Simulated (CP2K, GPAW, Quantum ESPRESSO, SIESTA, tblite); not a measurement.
## Finding the fault: GPAW, C(111) slab, H on the bottom face (153 atoms)

Program: GPAW 26.7.0, a calculation on a cell of 144 C and 9 H, with vacuum.

The input, run.py:

```python
import numpy as np
from ase.io import read
from gpaw import GPAW, FermiDirac

atoms = read("structure.xyz")
atoms.calc = GPAW(
    mode="lcao",
    basis="dzp",
    h=0.45,
    xc="PBE",
    kpts={"size": (1, 1, 1), "gamma": True},
    occupations=FermiDirac(0.05),
    maxiter=60,
    symmetry={"point_group": False},
    txt="gpaw.txt",
)
energy = atoms.get_potential_energy(force_consistent=True)
forces = atoms.get_forces()
print(f"energy {energy:.6f} eV")
print("forces (eV/A)")
for i, (a, f) in enumerate(zip(atoms, forces)):
    print(f"{i:4d} {a.symbol:2s} {f[0]:10.5f} {f[1]:10.5f} {f[2]:10.5f}")
print(f"Fermi level {atoms.calc.get_fermi_level():.4f} eV")
for k in range(len(atoms.calc.get_ibz_k_points())):
    for s in range(atoms.calc.get_number_of_spins()):
        e = atoms.calc.get_eigenvalues(kpt=k, spin=s)
        n = np.searchsorted(e, atoms.calc.get_fermi_level())
        print(f"k {k} spin {s} levels about the Fermi level:", np.round(e[max(n - 6, 0):n], 4).tolist(), "|", np.round(e[n:n + 6], 4).tolist())
```

The input, structure.xyz:

```xyz
153
Lattice="7.56675 0.00000 0.00000 -3.78337 6.55300 0.00000 0.00000 0.00000 28.02071" Properties=species:S:1:pos:R:3 pbc="T T T"
C -0.00525 5.85910 7.59810
C -1.28475 6.55195 7.10437
C -1.28396 5.03526 9.66855
C 0.12762 5.89672 9.14204
C 2.54909 0.02752 11.74404
C -1.08859 5.17916 11.19876
C 0.10064 5.85655 13.84699
C 2.52434 0.01022 13.33562
C -1.30220 5.10590 15.87822
C -0.01346 5.80570 15.36123
[... 139 atom lines left out ...]
H 0.00779 0.00629 6.04042
H 3.77853 2.19198 5.98578
H 4.98592 4.37105 5.98382
H 6.30189 2.17966 6.01100
```

Started as:

```sh
$ OMP_NUM_THREADS=1 python run.py > output.txt
```

The program printed:

```text
energy -581.341744 eV
forces (eV/A)
   0 C     3.44725   24.59522  -72.36560
   1 C   -18.98363    0.18731   36.41995
   2 C    17.67433  -57.18229   77.89232
   3 C    16.26813  -74.76600  -93.34732
   4 C   -67.01869   38.63217  -75.64544
   5 C   -31.83638   64.72322   65.88260
   6 C   -13.18862  -61.47179   72.40859
   7 C   -59.80086   10.81388  -38.31885
   8 C    -3.47663  -26.02172   -5.13454
   9 C   -14.39755   90.04832   77.29835
  10 C    -0.49622   -1.19835  -78.85991
  11 C    -6.93517  -35.78733   27.31801
  12 C    -6.25843   38.15488   42.70647
  13 C    40.03402  -43.93961  -70.80586
  14 C     9.35461  -70.43852  -28.25784
  15 C   -45.58437   74.10883   67.41065
  16 C    59.15148  -34.03975  -79.58293
  17 C    25.74760   19.82640   48.20584
  18 C   -22.73097  -59.62687   89.24484
  19 C    79.71213   23.60291   41.52147
  20 C   -26.51134    6.13444    6.26192
  21 C   -17.91605   86.44061  -65.45505
  22 C   -65.19294   45.11566  -75.47109
  23 C     2.67599   10.74044   54.58242
[...]
145 H    21.01743    4.98228    2.09788
 146 H    67.03589   15.46211   30.48951
 147 H   -12.20135  -61.81931  -33.06060
 148 H    61.48908   37.80368   43.16705
 149 H    13.22226   10.57797  -40.52438
 150 H     6.04966   -7.63122   44.49557
 151 H   -18.49256    5.22630   43.82766
 152 H    26.51330  -55.76298   15.92684
Fermi level 6.3681 eV
k 0 spin 0 levels about the Fermi level: [5.2934, 6.1132, 6.1446, 6.2591, 6.2711, 6.3194] | [6.3775, 6.4067, 6.4306, 6.5476, 6.9541, 8.5423]
```

gpaw.txt:

```text
Input parameters:
  mode=LCAO(),
  basis={'default': 'dzp'},
  h=0.45,
  kpts=MonkhorstPack(size=(1, 1, 1), gamma=True),
  maxiter=60,
  occupations=Occupations(name='fermi-dirac', width=0.05, fixmagmom=False),
  symmetry=Symmetry(point_group=False),
  xc=XC(name='PBE')
Unit cell  # Å
| periodic |         x |        y |         z |   lengths |     angles |
|----------|-----------|----------|-----------|-----------|------------|
|      yes |  7.566750 | 0.000000 |  0.000000 |  7.566750 |  90.000000 |
[... lines left out ...]
  Fermi-Dirac:
[... lines left out ...]
convergence criteria:
- Maximum [total energy] change in last 3 cyles: 0.0005 eV / valence electron
[... lines left out ...]
Converged in 31 steps
SCF loop duration: 279.509 s (9.016 s/step)
Energy contributions relative to reference atoms: (reference = -148090.860089)
Energy contributions:
  Kinetic:         966.426819
  Coulomb:        -575.415418
  Zero:            375.747322
  External:          0.000000
  Xc:            -1347.764499
  Entropy:          -0.335968
  Spinorbit:         0.000000
  ----------------------------
  Free energy:    -581.341744
  Extrapolated:   -581.173760
dipole moment: (31.407919, -37.078131, -2.715984)  # |e|*Ang
Fermi level: 6.368
Eigenvalues  # (at kpt = [0.000, 0.000, 0.000])
| band index |      eig [eV] | occ [0-2] |
|------------|---------------|-----------|
|          0 |       -16.752 |     2.000 |
|        ... |               |           |
|        284 |         4.947 |     2.000 |
|        285 |         5.112 |     2.000 |
[...]
|        299 |         8.789 |     0.000 |
|        ... |               |           |
|        354 |        12.390 |     0.000 |
Gap: 0.058 eV
Transition (v -> c):
  (s=0, k=0, n=291, [0.00, 0.00, 0.00]) -> (s=0, k=0, n=292, [0.00, 0.00, 0.00])
No difference between direct/indirect transitions
Force computation time: 18.680  # s
timing:  # [seconds]
  Total:  307.265  # ━━━━━━━━━━━━━━━━━━━━━━━━━━━━━━━━━━━━━━━━━━━━━━━━━━━━━━━━
  Init:     9.035  # ━╸
  SCF:    279.509  # ━━━━━━━━━━━━━━━━━━━━━━━━━━━━━━━━━━━━━━━━━━━━━━━━━━━
  Forces:  18.680  # ━━━╸
```

Wall time 5.1 min (1 thread of Arm Neoverse V2, shared host); peak memory 0.67 GiB.

Banners, paths, timers and routine set-up lines are dropped from the logs unmarked, and long logs keep their key lines alone; longer cuts are marked.

Against a plane-wave PBE reference and this program's sound run:

* r.m.s. difference of force components: 48270 meV/Å
* longest difference of force vectors: 130000 meV/Å
* force difference over r.m.s. force: 1869 %
* slope of forces against the reference's: 1.419
* energy less the same-level run's: 4297 meV/atom
* r.m.s. force difference from the same-level run: 48270 meV/Å

Q: Name the fault.

A grid far too coarse: grid spacing 0.45 Å. The sound run has grid spacing 0.2 Å.

The run converged all the same, so the exit status doesn't show the fault.

[Also dropped from logs without a mark: logging warnings of Python, and SIESTA's first energy breakdown and zero terms.]

[Logs are printed without paths, hosts, clocks, repeated set-up lines and the standing remarks that a program may print on its own settings, such as how far it seeks lower states.]

[Hosts, paths, dates, database ids (printed as entryN), source tags and the programs' standing remarks are cut or masked in the printed files.]
